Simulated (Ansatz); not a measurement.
# BaSn5 (P6/mmm): phonon-mediated transition temperature

Wanted: λ, ω_log and Tc of BaSn5 (P6/mmm). The cell shown first is a relaxed one, from steps not shown here.

Calculated with Ansatz 0.2.0; DFT PBEsol, scalar-relativistic, plane waves, PAW.

**Measured values to reproduce.**

For BaSn5 (Sn-flux-grown single crystal), “Physical properties of single crystalline BaSn5” (2012, arxiv:1201.5861) gives, by zero-field-cooled dc magnetization: superconducting transition temperature (onset of diamagnetic transition at 25 Oe) 4.4 K.

Report form: the programs' logs are mostly left out.

## Step 1: The cell after earlier relaxation steps

The structure is hexagonal, space group P6/mmm (No. 191). Conventional cell: a = 5.356 Å, b = 5.356 Å, c = 7.028 Å, α = 90.00°, β = 90.00°, γ = 120.00°. Nearest to Ba lie 14 Sn at 3.51 to 3.71 Å. Nearest to Sn lie 7 Sn at 2.93 to 3.42 Å and 3 Ba at 3.71 Å. Sn has 12 Sn at 3.42 Å and 2 Ba at 3.51 Å nearest. Farther neighbours are not listed.

## Step 2: Coupling and resistivity: q 3×3×1, k 6×6×4, scattering 8×8×8

The run that gives the couplings also evaluates McMillan's and Allen and Dynes's formulas and, where asked, the Eliashberg equations, over a range of μ*.

The input, input.yaml:

```yaml
crystal:
  lattice:
    - [5.3562471968, 0.0, 0.0]
    - [-2.6781235984, 4.6386461414, 0.0]
    - [0.0, 0.0, 7.028100234]
  atoms:
    - { symbol: Ba, position: [0.0, 0.0, 0.5] }
    - { symbol: Sn, position: [0.6666666667, 0.3333333333, 0.7916892493] }
    - { symbol: Sn, position: [0.0, 0.0, 0.0] }
    - { symbol: Sn, position: [0.6666666667, 0.3333333333, 0.2083107507] }
    - { symbol: Sn, position: [0.3333333333, 0.6666666667, 0.2083107507] }
    - { symbol: Sn, position: [0.3333333333, 0.6666666667, 0.7916892493] }
kpoints:
  mp_grid: { grid: [6, 6, 4] }
hamiltonian:
  xc: pbesol
scf:
  occupations: { method: methfessel_paxton, width: 0.2 }
output:
  eigenvalues: true
phonons:
  method: dfpt
  qmesh: [3, 3, 1]
  temperatures: { t_max: 1000, t_step: 50 }
  qpath:
    path:
      - [[0.0, 0.0, 0.0], [0.5, 0.0, 0.0], [0.33333333, 0.33333333, 0.0], [0.0, 0.0, 0.0], [0.0, 0.0, 0.5], [0.5, 0.0, 0.5], [0.33333333, 0.33333333, 0.5], [0.0, 0.0, 0.5]]
      - [[0.5, 0.0, 0.5], [0.5, 0.0, 0.0]]
    npoints: 6
  electrical_resistivity:
    mesh: [8, 8, 8]
    temperatures: [20.0, 50.0, 80.0, 100.0, 150.0, 200.0, 273.0, 300.0, 400.0, 500.0, 600.0, 800.0]
  superconductivity: { mesh: [8, 8, 8] }
```

The run is started by

```
> ansatz run input.yaml --threads 16 --pin off --max-ram 61440MiB --backend cuda --events-out ev --progress --plain --runs-dir out
```

Elapsed: 20 s, on 1 × NVIDIA GB200 with 16 threads of Arm Neoverse V2, shared host; peak memory 3.2 GiB.

This step gave:

- volume per atom: 29.10 Å³
- metallic on mesh: yes
- gap on the k-mesh: 0 eV
- zero-point energy: 0.08795 eV/cell
- share of imaginary modes in the plain interpolation between solved wavevectors: 0
- highest frequency, solved or plainly interpolated: 136.8 cm⁻¹
- mean sound speed: 1.359 km/s
- Debye temperature elastic: 132 K
- Debye temperature (second moment): 160 K
- resistivity at 300 K: 34.64 μΩ cm, mean of the axes
- coupling constant λ: 1.06
- density of states at the Fermi level: 1.505 states/eV a spin and cell
- log mean phonon energy ħω_log: 6.272 meV
- transport coupling constant λ_tr: 1.028, 1.028, 0.9701 (xx, yy, zz)
- Drude plasma energy: 7.794, 7.794, 4.218 eV (xx, yy, zz)
- resistivity times mean free path: 8.796, 8.796, 23.44 × 10⁻¹⁶ Ω m² (xx, yy, zz)

Transition temperatures:

```tsv
μ*	McMillan Tc (K)	Allen–Dynes Tc (K)	isotropic Fermi-surface Tc (K)	isotropic full bandwidth Tc (K)	anisotropic Fermi-surface Tc (K)	anisotropic full bandwidth Tc (K)	anisotropic narrow window Tc (K)
0.08	6.02	6.54	6.24	6.36	6.46	6.54	6.54
0.1	5.52	5.95	5.59	5.7	5.83	5.89	5.89
0.12	5.04	5.39	4.98	5.07	5.23	5.27	5.27
0.13	4.8	5.12	4.69	4.77	4.94	4.98	4.98
0.14	4.56	4.85	4.41	4.48	4.66	4.7	4.7
0.16	4.09	4.34	3.87	3.92	4.13	4.15	4.15
0.2	3.2	3.37	2.89	2.93	3.16	3.18	3.18
```

## Step 3: Resistivity: q 3×3×2, k 9×9×6, scattering 12×12×8

The next rung changes the q mesh, which sets the reach of the force constants and couplings; the k mesh of the density and its response; the scattering mesh, which samples the Fermi surface; the phonon self-energy between the q points, now taken in.

input.yaml: that of step 2 with these lines changed.

```diff
@@ -13,3 +13,3 @@
 kpoints:
-  mp_grid: { grid: [6, 6, 4] }
+  mp_grid: { grid: [9, 9, 6] }
 hamiltonian:
@@ -22,3 +22,3 @@
   method: dfpt
-  qmesh: [3, 3, 1]
+  qmesh: [3, 3, 2]
   temperatures: { t_max: 1000, t_step: 50 }
@@ -30,4 +30,4 @@
   electrical_resistivity:
-    mesh: [8, 8, 8]
+    mesh: [12, 12, 8]
     temperatures: [20.0, 50.0, 80.0, 100.0, 150.0, 200.0, 273.0, 300.0, 400.0, 500.0, 600.0, 800.0]
-  superconductivity: { mesh: [8, 8, 8] }
+  superconductivity: { mesh: [12, 12, 8] }
```

It took 83 s on 1 × NVIDIA GB200 with 16 threads; peak memory 10 GiB.

Numbers from this step:

```yaml
zero_point_energy: 0.09070 eV/cell
highest_frequency_solved_or_plainly_interpolated: 145.5 cm⁻¹
mean_sound_speed: 1.667 km/s
debye_temperature_elastic: 161 K
debye_temperature_second_moment: 164 K
resistivity_at_300_k: 33.75 μΩ cm, mean of the axes
coupling_constant_lambda: 1.152
density_of_states_at_the_fermi_level: 1.977 states/eV a spin and cell
log_mean_phonon_energy_omega_log: 6.472 meV
transport_coupling_constant_lambda_tr: 1.211, 1.211, 1.299 (xx, yy, zz)
drude_plasma_energy: 7.779, 7.779, 4.036 eV (xx, yy, zz)
resistivity_times_mean_free_path: 8.944, 8.944, 25.7 × 10⁻¹⁶ Ω m² (xx, yy, zz)
second_moment_phonon_energy_omega: 8.081 meV
```

Transition temperatures:

```tsv
μ*	McMillan Tc (K)	Allen–Dynes Tc (K)	isotropic Fermi-surface Tc (K)	isotropic full bandwidth Tc (K)	anisotropic Fermi-surface Tc (K)	anisotropic full bandwidth Tc (K)	anisotropic narrow window Tc (K)
0.08	6.9	7.54	7.24	5.25	7.55	6.5	6.47
0.1	6.38	6.93	6.57	4.75	6.89	5.94	5.91
0.12	5.88	6.33	5.93	4.27	6.25	5.39	5.37
0.13	5.63	6.04	5.62	4.03	5.95	5.12	5.1
0.14	5.38	5.76	5.31	3.8	5.65	4.86	4.84
0.16	4.88	5.2	4.73	3.36	5.08	4.35	4.34
0.2	3.94	4.16	3.67	2.54	4.03	3.39	3.4
```

The Eliashberg function α²F has structure finer than the step of the table below, so its rows give means over 0.5 meV, whole bins alone (the curve runs from 0.069 to 17.7 meV). Peaks (meV: height): α²F 5.49: 1.37, 7.71: 0.560, 8.55: 0.508, 15.22: 0.299, 16.89: 0.690; α²F tr 5.49: 1.60, 7.44: 0.587, 8.55: 0.514, 15.22: 0.389, 16.89: 0.564.

Eliashberg function α²F against phonon energy; means over each step:

```tsv
phonon energy (meV)	α²F	α²F tr
0.5	3.9e-5	1.3e-5
1.0	5.0e-4	3.8e-4
1.5	0.00285	0.00227
2.0	0.00864	0.00681
2.5	0.0167	0.0133
3.0	0.0407	0.0383
3.5	0.283	0.266
4.0	0.362	0.377
4.5	0.318	0.368
5.0	0.525	0.569
5.5	1.11	1.14
6.0	0.451	0.494
6.5	0.199	0.242
7.0	0.295	0.358
7.5	0.518	0.562
8.0	0.405	0.396
8.5	0.401	0.430
9.0	0.315	0.336
9.5	0.226	0.236
10.0	0.141	0.157
10.5	0.125	0.134
11.0	0.100	0.122
11.5	0.106	0.147
12.0	0.0910	0.127
12.5	0.157	0.206
13.0	0.191	0.252
13.5	0.147	0.198
14.0	0.171	0.211
14.5	0.194	0.240
15.0	0.227	0.286
15.5	0.221	0.260
16.0	0.109	0.123
16.5	0.216	0.202
17.0	0.471	0.430
```

The Eliashberg function α²F has structure finer than the step of the table below, so its rows give means over 0.5 meV, whole bins alone (the curve runs from 0.069 to 17.7 meV). Peaks (meV: height): α²F 5.49: 1.37, 7.71: 0.560, 8.55: 0.508, 15.22: 0.299, 16.89: 0.690; Ba 3.68: 0.119, 7.71: 0.210, 8.55: 0.159, 8.83: 0.144, 15.50: 0.0482; Sn 5.49: 1.31, 7.85: 0.423, 8.55: 0.349, 15.22: 0.266, 16.89: 0.677.

Table of Eliashberg function α²F by phonon energy; means over each step:

```tsv
phonon energy (meV)	α²F	Ba	Sn
0.5	3.9e-5	0	1.3e-5
1.0	5.0e-4	9.0e-5	4.3e-4
1.5	0.00285	5.6e-4	0.00232
2.0	0.00864	0.00161	0.00700
2.5	0.0167	0.00315	0.0136
3.0	0.0407	0.00927	0.0314
3.5	0.283	0.0819	0.201
4.0	0.362	0.0701	0.292
4.5	0.318	0.0401	0.278
5.0	0.525	0.0434	0.482
5.5	1.11	0.0448	1.07
6.0	0.451	0.0178	0.434
6.5	0.199	0.0383	0.160
7.0	0.295	0.108	0.187
7.5	0.518	0.193	0.325
8.0	0.405	0.106	0.299
8.5	0.401	0.120	0.281
9.0	0.315	0.0989	0.216
9.5	0.226	0.0504	0.176
10.0	0.141	0.0308	0.110
10.5	0.125	0.0268	0.0982
11.0	0.100	0.0243	0.0759
11.5	0.106	0.0183	0.0880
12.0	0.0910	0.00470	0.0863
12.5	0.157	0.0114	0.145
13.0	0.191	0.0179	0.174
13.5	0.147	0.0164	0.131
14.0	0.171	0.0180	0.153
14.5	0.194	0.0144	0.179
15.0	0.227	0.0262	0.201
15.5	0.221	0.0386	0.182
16.0	0.109	0.00680	0.102
16.5	0.216	0.00149	0.214
17.0	0.471	0.00769	0.464
```

Anisotropic full-bandwidth solution, weighted at the Fermi level. Gaps:

```tsv
mu*	T (K)	mean gap (meV)	5 % (meV)	95 % (meV)	mean Z
0.1	1.48	0.975	0.831	1.12	1.93
0.1	2.97	0.935	0.797	1.07	1.93
0.1	4.45	0.765	0.652	0.877	1.94
0.1	5.34	0.521	0.445	0.596	1.95
0.13	1.28	0.827	0.696	0.964	1.93
0.13	2.56	0.793	0.667	0.919	1.93
0.13	3.84	0.647	0.544	0.746	1.94
0.13	4.61	0.441	0.371	0.51	1.96
0.16	1.09	0.69	0.572	0.823	1.94
0.16	2.17	0.661	0.547	0.783	1.94
0.16	3.26	0.538	0.446	0.629	1.95
0.16	3.91	0.366	0.303	0.426	1.96
```

The dTc/da2F by phonon energy:

```tsv
phonon energy (meV)	dTc/da2F (K/meV)
1.0	-
1.5	2.15
2.0	2.43
2.5	2.54
3.0	2.55
3.5	2.51
4.0	2.44
4.5	2.36
5.0	2.27
5.5	2.19
6.0	2.10
6.5	2.01
7.0	1.93
7.5	1.86
8.0	1.79
8.5	1.72
9.0	1.65
9.5	1.59
10.0	1.54
10.5	1.48
11.0	1.43
11.5	1.38
12.0	1.33
12.5	1.29
13.0	1.25
13.5	1.20
14.0	1.17
14.5	1.13
15.0	1.1
15.5	1.07
16.0	1.03
16.5	1.01
17.0	0.980
17.5	0.953
```

The share of the Fermi-level states by lambda of a state:

```tsv
lambda of a state	share of the Fermi-level states
0.74	0.0229
0.85	0.294
0.96	0.0901
1.08	0.111
1.19	0.226
1.30	0.111
1.41	0.0278
1.52	0.0248
1.64	0.0248
1.75	0.0104
1.86	0.0222
1.97	0.011
2.09	6.0e-4
2.20	0.0147
2.31	0
2.42	0.0083
2.53	0.001
2.65	3.0e-4
2.76	0
2.87	0
2.98	0
3.09	0
3.21	0
3.32	0
```

## Step 4: What came out

```yaml
meshes: q 3×3×2, k 9×9×6, scattering 12×12×8
coupling_constant_lambda: 1.15
log_mean_phonon_energy_omega_log: 6.47 meV
allen_dynes_tc_at_mu_star_0p1: 6.93 K
allen_dynes_tc_at_mu_star_0p13: 6.04 K
anisotropic_eliashberg_tc_at_mu_star_0p1: 5.94 K
anisotropic_eliashberg_tc_at_mu_star_0p13: 5.12 K
```

What this shows: In the last run (PBEsol, q 3×3×2, k 9×9×6, scattering 12×12×8), with λ = 1.2 and ħω_log = 6.47 meV, Tc at μ* = 0.13 is 5.6 K by McMillan's formula, 6.0 K by Allen and Dynes's and 5.1 K by the anisotropic Eliashberg equations. Allen and Dynes's formula meets the measured 4.4 K at μ* near 0.19. Raising μ* from 0.10 to 0.16 lowers the Allen–Dynes value from 6.9 to 5.2 K. The mean gap at a quarter of Tc gives 2Δ/k_B Tc = 3.75, against 3.53 in weak-coupling theory. The gap spreads from 0.70 to 0.96 meV over nine tenths of the Fermi surface. By the run's own test λ is not converged in the fine mesh: it moves by 21 % between the two finest. The run's transport test calls it not converged in the mesh; ρ(300 K) moves by 128 % in the component that moves most. λ of these runs moves by 19 to 21 % between their two finest meshes, and Tc by more, so small gaps between the runs or to the measured value rank nothing. Over the runs, λ takes the values 1.06 and 1.15, in the order shown. μ* is a typed number, phonons are harmonic, and spin fluctuations are left out; at μ* = 0.13 McMillan's formula turns 1 % in λ into about 1.5 % in Tc.

Calculation against experiment:

| quantity | measured | Allen–Dynes, PBEsol, q 3×3×1, fine 8×8×8 | Eliashberg, PBEsol, q 3×3×1, fine 8×8×8 | Allen–Dynes, PBEsol, q 3×3×2, fine 12×12×8 | Eliashberg, PBEsol, q 3×3×2, fine 12×12×8 |
| --- | --- | --- | --- | --- | --- |
| superconducting transition temperature (μ* = 0.13) (kelvin) | 4.4 | 5.12 (+16.4 %) | 4.98 (+13.2 %) | 6.04 (+37.3 %) | 5.12 (+16.4 %) |

Measured values from arxiv:1201.5861 (2012).

How well it matches: For the superconducting transition temperature, of the levels listed nearest comes Eliashberg, PBEsol, q 3×3×1, fine 8×8×8 (+13.2 %, fair agreement) and farthest Allen–Dynes, PBEsol, q 3×3×2, fine 12×12×8 (+37.3 %, a clear miss). Limits of convergence are named above.

[Logs are printed without paths, hosts, clocks, repeated set-up lines and the standing remarks that a program may print on its own settings, such as how far it seeks lower states.]

[Hosts, paths, dates, database ids (printed as entryN), source tags and the programs' standing remarks are cut or masked in the printed files.]
